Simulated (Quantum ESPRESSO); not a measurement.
# 1T-SnO2, 1 layer: solver and mixing choices, part 2 of 4

Which eigensolver and mixing suits 1T-SnO2, 1 layer? The physics should not care; the clock does.

Quantum ESPRESSO 7.5; plane-wave DFT, PBE, GBRV ultrasoft pseudopotentials.

So far. Step 2 (Ground state: david, local-TF mixing, beta 0.4, history …): Inside the slab this potential holds the local part of the pseudopotentials, which can be repulsive at the nuclei; only its value in the vacuum has a meaning of its own.

### Step 3. Ground state: david, plain mixing, beta 0.4, history 8

File c1.in:

```
&control
  prefix = 'c1'
  outdir = './out'
  pseudo_dir = './pseudo'
  calculation = 'scf'
  tprnfor = .true.
/
&system
  ibrav = 0
  nat = 3
  ntyp = 2
  ecutwfc = 40
  ecutrho = 200
  occupations = 'smearing'
  smearing = 'fd'
  degauss = 0.004
  assume_isolated = 'esm'
  esm_bc = 'bc1'
/
&electrons
  conv_thr = 1e-07
  mixing_beta = 0.4
  electron_maxstep = 80
  mixing_mode = 'plain'
  diagonalization = 'david'
  mixing_ndim = 8
/
ATOMIC_SPECIES
  O   15.9990  o_pbe_v1.2.uspp.F.UPF
  Sn  118.7100  sn_pbe_v1.4.uspp.F.UPF
CELL_PARAMETERS angstrom
  3.22000000000000 0.00000000000000 0.00000000000000
  -1.61000000000000 2.78860180018589 0.00000000000000
  0.00000000000000 0.00000000000000 18.78885438199983
ATOMIC_POSITIONS crystal
  O   0.666666666667 0.333333333333 -0.047604136624
  Sn  0.000000000000 0.000000000000 0.000000000000
  O   0.333333333333 0.666666666667 0.047604136624
K_POINTS automatic
  12 12 1 0 0 0
```

Launch:

```console
> OMP_NUM_THREADS=1 mpirun -n 4 pw.x -nk 4 -in c1.in > c1.out
```

Output:

```text
[banner, memory and clock lines left out]
Program PWSCF v.7.5 starts
[...]
Message from routine setup:
[...]
number of electrons       =        26.00
     number of Kohn-Sham states=           17
     kinetic-energy cutoff     =      40.0000  Ry
     charge density cutoff     =     200.0000  Ry
[...]
number of k points=    19  Fermi-Dirac smearing, width (Ry)=  0.0040
[...]
Dense  grid:    54417 G-vectors     FFT dimensions: (  27,  27, 160)
[...]
negative rho (up, down):  2.758E-04 0.000E+00
     Starting wfcs are   17 randomized atomic wfcs
[...]
negative rho (up, down):  7.294E-06 0.000E+00
[...]
estimated scf accuracy    <       0.90941264 Ry
[...]
negative rho (up, down):  3.330E-06 0.000E+00
[...]
estimated scf accuracy    <       0.05195351 Ry
[...]
negative rho (up, down):  5.709E-05 0.000E+00
[...]
estimated scf accuracy    <       0.03677937 Ry
[...]
negative rho (up, down):  1.231E-04 0.000E+00
[...]
estimated scf accuracy    <       0.00950430 Ry
[...]
negative rho (up, down):  1.767E-04 0.000E+00
[...]
estimated scf accuracy    <       0.00033202 Ry
[...]
negative rho (up, down):  2.642E-04 0.000E+00
[...]
estimated scf accuracy    <       0.00027844 Ry
[...]
negative rho (up, down):  2.781E-04 0.000E+00
[...]
estimated scf accuracy    <       0.00011573 Ry
[...]
negative rho (up, down):  2.781E-04 0.000E+00
[...]
estimated scf accuracy    <       0.00001054 Ry
[...]
negative rho (up, down):  2.784E-04 0.000E+00
[...]
estimated scf accuracy    <       0.00000034 Ry
[...]
negative rho (up, down):  2.809E-04 0.000E+00
[...]
estimated scf accuracy    <       0.00000092 Ry
[...]
negative rho (up, down):  2.811E-04 0.000E+00
[...]
estimated scf accuracy    <       0.00000043 Ry
[...]
negative rho (up, down):  2.815E-04 0.000E+00
[...]
estimated scf accuracy    <       0.00000049 Ry
[...]
negative rho (up, down):  2.815E-04 0.000E+00
[...]
estimated scf accuracy    <       0.00000031 Ry
[...]
negative rho (up, down):  2.815E-04 0.000E+00
[...]
estimated scf accuracy    <       0.00000037 Ry
[...]
negative rho (up, down):  2.821E-04 0.000E+00
[...]
estimated scf accuracy    <       0.00000064 Ry
[...]
negative rho (up, down):  2.822E-04 0.000E+00
[...]
the Fermi energy is    -6.1600 ev
!    total energy              =    -223.85254972 Ry
     estimated scf accuracy    <       0.00000003 Ry
     smearing contrib. (-TS)   =      -0.00000000 Ry
     internal energy E=F+TS    =    -223.85254972 Ry
[...]
one-electron contribution =     385.70574260 Ry
     hartree contribution      =    -188.41958456 Ry
     xc contribution           =     -57.94277742 Ry
     ewald contribution        =    -363.19593033 Ry
     convergence has been achieved in  16 iterations
     negative rho (up, down):  2.822E-04 0.000E+00
[...]
Total force =     0.096555     Total SCF correction =     0.000603
[...]
```

It took 20 s on 4 MPI ranks of Arm Neoverse V1, shared host; peak memory 0.53 GiB.

Numbers from this step:

```
Fermi energy                                                   : -6.16 eV
valence top, on the run's zero                                 : -7.865 eV
conduction bottom, on the run's zero                           : -5.092 eV
vacuum line at the lower end of the cell, over the valence top : 7.865 eV
vacuum line at the upper end of the cell, over the valence top : 7.865 eV
```

The program's own clock; routines nest. Time by routine:

| routine | wall time (s) | calls |
| --- | --- | --- |
| PWSCF | 19.54 | 1 |
| electrons | 18.52 | 1 |
| c_bands | 14.11 | 16 |
| cegterg | 12.35 | 80 |
| h_psi | 8.84 | 866 |
| vloc_psi | 7.36 | 866 |
| fftw | 7.34 | 12438 |
| sum_band | 2.43 | 16 |
| newd | 1.11 | 17 |
| calbec | 0.88 | 966 |
| v_of_rho | 0.8 | 17 |
| add_vuspsi | 0.73 | 866 |
| s_psi | 0.7 | 866 |
| h_psi:calbec | 0.7 | 866 |

Counted from each run's own zero (the valence top), the vacuum level differs from the first run's by -1 meV.

### Step 4. SCF with pw.x: david, plain mixing, beta 0.7, history 8

c2.in is the input of step 3 with these lines changed:

```diff
@@ -1,3 +1,3 @@
 &control
-  prefix = 'c1'
+  prefix = 'c2'
   outdir = './out'
@@ -21,3 +21,3 @@
   conv_thr = 1e-07
-  mixing_beta = 0.4
+  mixing_beta = 0.7
   electron_maxstep = 80
```

Launch:

```console
> OMP_NUM_THREADS=1 mpirun -n 4 pw.x -nk 4 -in c2.in > c2.out
```

Output:

```text
[banner, memory and clock lines left out]
Program PWSCF v.7.5 starts
[...]
Message from routine setup:
[...]
number of electrons       =        26.00
     number of Kohn-Sham states=           17
     kinetic-energy cutoff     =      40.0000  Ry
     charge density cutoff     =     200.0000  Ry
[...]
number of k points=    19  Fermi-Dirac smearing, width (Ry)=  0.0040
[...]
Dense  grid:    54417 G-vectors     FFT dimensions: (  27,  27, 160)
[...]
negative rho (up, down):  2.758E-04 0.000E+00
     Starting wfcs are   17 randomized atomic wfcs
[...]
negative rho (up, down):  1.113E-06 0.000E+00
[...]
estimated scf accuracy    <       0.90941264 Ry
[...]
negative rho (up, down):  5.328E-06 0.000E+00
[...]
estimated scf accuracy    <       0.62640111 Ry
[...]
negative rho (up, down):  3.696E-05 0.000E+00
[...]
estimated scf accuracy    <       0.01310107 Ry
[...]
negative rho (up, down):  1.134E-04 0.000E+00
[...]
estimated scf accuracy    <       0.00358427 Ry
[...]
negative rho (up, down):  2.470E-04 0.000E+00
[...]
estimated scf accuracy    <       0.00063886 Ry
[...]
negative rho (up, down):  2.412E-04 0.000E+00
[...]
estimated scf accuracy    <       0.00002788 Ry
[...]
negative rho (up, down):  2.804E-04 0.000E+00
[...]
estimated scf accuracy    <       0.00000169 Ry
[...]
negative rho (up, down):  2.810E-04 0.000E+00
[...]
estimated scf accuracy    <       0.00000351 Ry
[...]
negative rho (up, down):  2.822E-04 0.000E+00
[...]
estimated scf accuracy    <       0.00000029 Ry
[...]
negative rho (up, down):  2.822E-04 0.000E+00
[...]
the Fermi energy is    -6.1617 ev
!    total energy              =    -223.85254969 Ry
     estimated scf accuracy    <       0.00000002 Ry
     smearing contrib. (-TS)   =      -0.00000000 Ry
     internal energy E=F+TS    =    -223.85254969 Ry
[...]
one-electron contribution =     385.70578272 Ry
     hartree contribution      =    -188.41959149 Ry
     xc contribution           =     -57.94281059 Ry
     ewald contribution        =    -363.19593033 Ry
     convergence has been achieved in  10 iterations
     negative rho (up, down):  2.822E-04 0.000E+00
[...]
Total force =     0.097095     Total SCF correction =     0.000046
[...]
```

Run time: 16 s. Hardware: 4 MPI ranks; peak memory 0.51 GiB; 63 s of CPU time.

Read from the output:

```
Fermi energy                         : -6.162 eV
conduction bottom, on the run's zero : -5.093 eV
```

The program's own clock; routines nest. Time by routine:

| routine | wall time (s) | calls |
| --- | --- | --- |
| PWSCF | 15.15 | 1 |
| electrons | 14.11 | 1 |
| c_bands | 11.36 | 10 |
| cegterg | 10.48 | 50 |
| h_psi | 7.37 | 747 |
| vloc_psi | 6.12 | 747 |
| fftw | 5.94 | 9938 |
| sum_band | 1.52 | 10 |
| newd | 0.72 | 11 |
| calbec | 0.72 | 817 |
| init_run | 0.68 | 1 |
| add_vuspsi | 0.62 | 747 |
| s_psi | 0.59 | 747 |
| h_psi:calbec | 0.59 | 747 |

Counted from each run's own zero (the valence top), the vacuum level differs from the first run's by -0 meV.

### Step 5. Self-consistent run: david, TF mixing, beta 0.4, history 8

c3.in is the input of step 4 with these lines changed:

```diff
@@ -1,3 +1,3 @@
 &control
-  prefix = 'c2'
+  prefix = 'c3'
   outdir = './out'
@@ -21,5 +21,5 @@
   conv_thr = 1e-07
-  mixing_beta = 0.7
+  mixing_beta = 0.4
   electron_maxstep = 80
-  mixing_mode = 'plain'
+  mixing_mode = 'TF'
   diagonalization = 'david'
```

Launch:

```console
> OMP_NUM_THREADS=1 mpirun -n 4 pw.x -nk 4 -in c3.in > c3.out
```

Output:

```text
[banner, memory and clock lines left out]
Program PWSCF v.7.5 starts
[...]
Message from routine setup:
[...]
number of electrons       =        26.00
     number of Kohn-Sham states=           17
     kinetic-energy cutoff     =      40.0000  Ry
     charge density cutoff     =     200.0000  Ry
[...]
number of k points=    19  Fermi-Dirac smearing, width (Ry)=  0.0040
[...]
Dense  grid:    54417 G-vectors     FFT dimensions: (  27,  27, 160)
[...]
negative rho (up, down):  2.758E-04 0.000E+00
     Starting wfcs are   17 randomized atomic wfcs
[...]
negative rho (up, down):  6.657E-04 0.000E+00
[...]
estimated scf accuracy    <       0.90941264 Ry
[...]
negative rho (up, down):  7.278E-03 0.000E+00
[...]
estimated scf accuracy    <       0.21340387 Ry
[...]
negative rho (up, down):  2.412E-02 0.000E+00
[...]
estimated scf accuracy    <       0.06363591 Ry
[...]
negative rho (up, down):  2.859E-02 0.000E+00
[...]
estimated scf accuracy    <       0.07903388 Ry
[...]
negative rho (up, down):  2.932E-02 0.000E+00
[...]
estimated scf accuracy    <       0.01635700 Ry
[...]
negative rho (up, down):  3.151E-02 0.000E+00
[...]
estimated scf accuracy    <       0.00344335 Ry
[...]
negative rho (up, down):  3.265E-02 0.000E+00
[...]
estimated scf accuracy    <       0.00510544 Ry
[...]
negative rho (up, down):  2.587E-02 0.000E+00
[...]
estimated scf accuracy    <       0.00439452 Ry
[...]
negative rho (up, down):  2.063E-02 0.000E+00
[...]
estimated scf accuracy    <       0.00372177 Ry
[...]
negative rho (up, down):  1.969E-02 0.000E+00
[...]
estimated scf accuracy    <       0.00243625 Ry
[...]
negative rho (up, down):  1.796E-02 0.000E+00
[...]
estimated scf accuracy    <       0.00280677 Ry
[...]
negative rho (up, down):  1.551E-02 0.000E+00
[...]
estimated scf accuracy    <       0.00034174 Ry
[...]
negative rho (up, down):  1.417E-02 0.000E+00
[...]
estimated scf accuracy    <       0.00049685 Ry
[...]
negative rho (up, down):  1.124E-02 0.000E+00
[...]
estimated scf accuracy    <       0.00030145 Ry
[...]
negative rho (up, down):  1.122E-02 0.000E+00
[...]
estimated scf accuracy    <       0.00022679 Ry
[...]
negative rho (up, down):  9.846E-03 0.000E+00
[...]
estimated scf accuracy    <       0.00014788 Ry
[...]
negative rho (up, down):  9.298E-03 0.000E+00
[...]
estimated scf accuracy    <       0.00049329 Ry
[...]
negative rho (up, down):  8.518E-03 0.000E+00
[...]
estimated scf accuracy    <       0.00006445 Ry
[...]
negative rho (up, down):  7.376E-03 0.000E+00
[...]
estimated scf accuracy    <       0.00038919 Ry
[...]
negative rho (up, down):  4.378E-03 0.000E+00
[...]
estimated scf accuracy    <       0.00003097 Ry
[...]
negative rho (up, down):  3.133E-03 0.000E+00
[...]
estimated scf accuracy    <       0.00032877 Ry
[...]
negative rho (up, down):  2.378E-03 0.000E+00
[...]
estimated scf accuracy    <       0.00000992 Ry
[...]
negative rho (up, down):  1.413E-03 0.000E+00
[...]
estimated scf accuracy    <       0.00000166 Ry
[...]
negative rho (up, down):  1.047E-03 0.000E+00
[...]
estimated scf accuracy    <       0.00000252 Ry
[...]
negative rho (up, down):  5.976E-04 0.000E+00
[...]
estimated scf accuracy    <       0.00000124 Ry
[...]
negative rho (up, down):  3.381E-04 0.000E+00
[...]
estimated scf accuracy    <       0.00000276 Ry
[...]
negative rho (up, down):  3.317E-04 0.000E+00
[...]
estimated scf accuracy    <       0.00000068 Ry
[...]
negative rho (up, down):  2.820E-04 0.000E+00
[...]
the Fermi energy is    -6.1576 ev
!    total energy              =    -223.85254967 Ry
     estimated scf accuracy    <       0.00000005 Ry
     smearing contrib. (-TS)   =      -0.00000000 Ry
     internal energy E=F+TS    =    -223.85254967 Ry
[...]
one-electron contribution =     385.70605040 Ry
     hartree contribution      =    -188.41992905 Ry
     xc contribution           =     -57.94274069 Ry
     ewald contribution        =    -363.19593033 Ry
     convergence has been achieved in  28 iterations
     negative rho (up, down):  2.820E-04 0.000E+00
[...]
Total force =     0.096787     Total SCF correction =     0.000007
[...]
```

The job ended after 35 s (4 MPI ranks; peak memory 0.52 GiB).

Numbers from this step:

| Quantity | Value |
| --- | --- |
| Fermi energy | -6.158 eV |
| valence top, on the run's zero | -7.863 eV |
| conduction bottom, on the run's zero | -5.091 eV |
| vacuum line at the lower end of the cell, over the valence top | 7.863 eV |
| vacuum line at the upper end of the cell, over the valence top | 7.863 eV |

The program's own clock; routines nest. Time by routine:

| routine | wall time (s) | calls |
| --- | --- | --- |
| PWSCF | 34.08 | 1 |
| electrons | 33.03 | 1 |
| c_bands | 25.21 | 28 |
| cegterg | 21.3 | 140 |
| h_psi | 15.01 | 1725 |
| fftw | 12.45 | 20722 |
| vloc_psi | 12.43 | 1725 |
| sum_band | 4.3 | 28 |
| newd | 1.89 | 29 |
| calbec | 1.5 | 1885 |
| v_of_rho | 1.41 | 29 |
| add_vuspsi | 1.28 | 1725 |
| h_psi:calbec | 1.22 | 1725 |
| s_psi | 1.21 | 1725 |

Counted from each run's own zero (the valence top), the vacuum level differs from the first run's by -3 meV.

### Step 6. Ground state: david, local-TF mixing, beta 0.7, history 8

c4.in is the input of step 5 with these lines changed:

```diff
@@ -1,3 +1,3 @@
 &control
-  prefix = 'c3'
+  prefix = 'c4'
   outdir = './out'
@@ -21,5 +21,5 @@
   conv_thr = 1e-07
-  mixing_beta = 0.4
+  mixing_beta = 0.7
   electron_maxstep = 80
-  mixing_mode = 'TF'
+  mixing_mode = 'local-TF'
   diagonalization = 'david'
```

Launch:

```console
> OMP_NUM_THREADS=1 mpirun -n 4 pw.x -nk 4 -in c4.in > c4.out
```

Output:

```text
[banner, memory and clock lines left out]
Program PWSCF v.7.5 starts
[...]
Message from routine setup:
[...]
number of electrons       =        26.00
     number of Kohn-Sham states=           17
     kinetic-energy cutoff     =      40.0000  Ry
     charge density cutoff     =     200.0000  Ry
[...]
number of k points=    19  Fermi-Dirac smearing, width (Ry)=  0.0040
[...]
Dense  grid:    54417 G-vectors     FFT dimensions: (  27,  27, 160)
[...]
negative rho (up, down):  2.758E-04 0.000E+00
     Starting wfcs are   17 randomized atomic wfcs
[...]
negative rho (up, down):  1.978E-03 0.000E+00
[...]
estimated scf accuracy    <       0.90941264 Ry
[...]
negative rho (up, down):  1.327E-02 0.000E+00
[...]
estimated scf accuracy    <       0.17808542 Ry
[...]
negative rho (up, down):  3.376E-02 0.000E+00
[...]
estimated scf accuracy    <       0.05024937 Ry
[...]
negative rho (up, down):  3.151E-02 0.000E+00
[...]
estimated scf accuracy    <       0.04130991 Ry
[...]
negative rho (up, down):  2.637E-02 0.000E+00
[...]
estimated scf accuracy    <       0.00402408 Ry
[...]
negative rho (up, down):  2.381E-02 0.000E+00
[...]
estimated scf accuracy    <       0.00580262 Ry
[...]
negative rho (up, down):  1.398E-02 0.000E+00
[...]
estimated scf accuracy    <       0.00097555 Ry
[...]
negative rho (up, down):  7.668E-03 0.000E+00
[...]
estimated scf accuracy    <       0.00726153 Ry
[...]
negative rho (up, down):  3.895E-03 0.000E+00
[...]
estimated scf accuracy    <       0.00046266 Ry
[...]
negative rho (up, down):  1.205E-03 0.000E+00
[...]
estimated scf accuracy    <       0.00010732 Ry
[...]
negative rho (up, down):  4.779E-04 0.000E+00
[...]
estimated scf accuracy    <       0.00009864 Ry
[...]
negative rho (up, down):  2.820E-04 0.000E+00
[...]
estimated scf accuracy    <       0.00000390 Ry
[...]
negative rho (up, down):  2.926E-04 0.000E+00
[...]
estimated scf accuracy    <       0.00000109 Ry
[...]
negative rho (up, down):  2.869E-04 0.000E+00
[...]
estimated scf accuracy    <       0.00000099 Ry
[...]
negative rho (up, down):  2.813E-04 0.000E+00
[...]
estimated scf accuracy    <       0.00000085 Ry
[...]
negative rho (up, down):  2.806E-04 0.000E+00
[...]
estimated scf accuracy    <       0.00000022 Ry
[...]
negative rho (up, down):  2.822E-04 0.000E+00
[...]
the Fermi energy is    -6.1596 ev
!    total energy              =    -223.85254970 Ry
     estimated scf accuracy    <       0.00000003 Ry
     smearing contrib. (-TS)   =      -0.00000000 Ry
     internal energy E=F+TS    =    -223.85254970 Ry
[...]
one-electron contribution =     385.70616509 Ry
     hartree contribution      =    -188.42005344 Ry
     xc contribution           =     -57.94273102 Ry
     ewald contribution        =    -363.19593033 Ry
     convergence has been achieved in  17 iterations
     negative rho (up, down):  2.822E-04 0.000E+00
[...]
Total force =     0.096776     Total SCF correction =     0.000201
[...]
```

Wall time 26 s (4 MPI ranks); peak memory 0.4 GiB; 1.8 min of CPU time.

This step gave:

```
Fermi energy                                                   : -6.160 eV
valence top, on the run's zero                                 : -7.865 eV
conduction bottom, on the run's zero                           : -5.093 eV
vacuum line at the lower end of the cell, over the valence top : 7.865 eV
vacuum line at the upper end of the cell, over the valence top : 7.865 eV
```

The program's own clock; routines nest. Time by routine:

| routine | wall time (s) | calls |
| --- | --- | --- |
| PWSCF | 25.82 | 1 |
| electrons | 24.79 | 1 |
| c_bands | 16.27 | 17 |
| cegterg | 15 | 85 |
| h_psi | 10.54 | 1199 |
| vloc_psi | 8.69 | 1199 |
| fftw | 8.57 | 14219 |
| mix_rho | 3.89 | 17 |
| sum_band | 2.62 | 17 |
| ffts | 2.13 | 1977 |
| newd | 1.17 | 18 |
| calbec | 1.07 | 1304 |
| add_vuspsi | 0.91 | 1199 |
| v_of_rho | 0.88 | 18 |

Counted from each run's own zero (the valence top), the vacuum level differs from the first run's by -1 meV.

(Continued in part 3 of 4.)

[Logs are printed without paths, hosts, clocks, repeated set-up lines and the standing remarks that a program may print on its own settings, such as how far it seeks lower states.]

[Hosts, paths, dates, database ids (printed as entryN), source tags and the programs' standing remarks are cut or masked in the printed files.]

[Maps of the electrostatic potential energy from Ansatz leave out the sawtooth potential of an applied field or a dipole correction, so their vacuum need not be flat; planar profiles and work functions include it.]
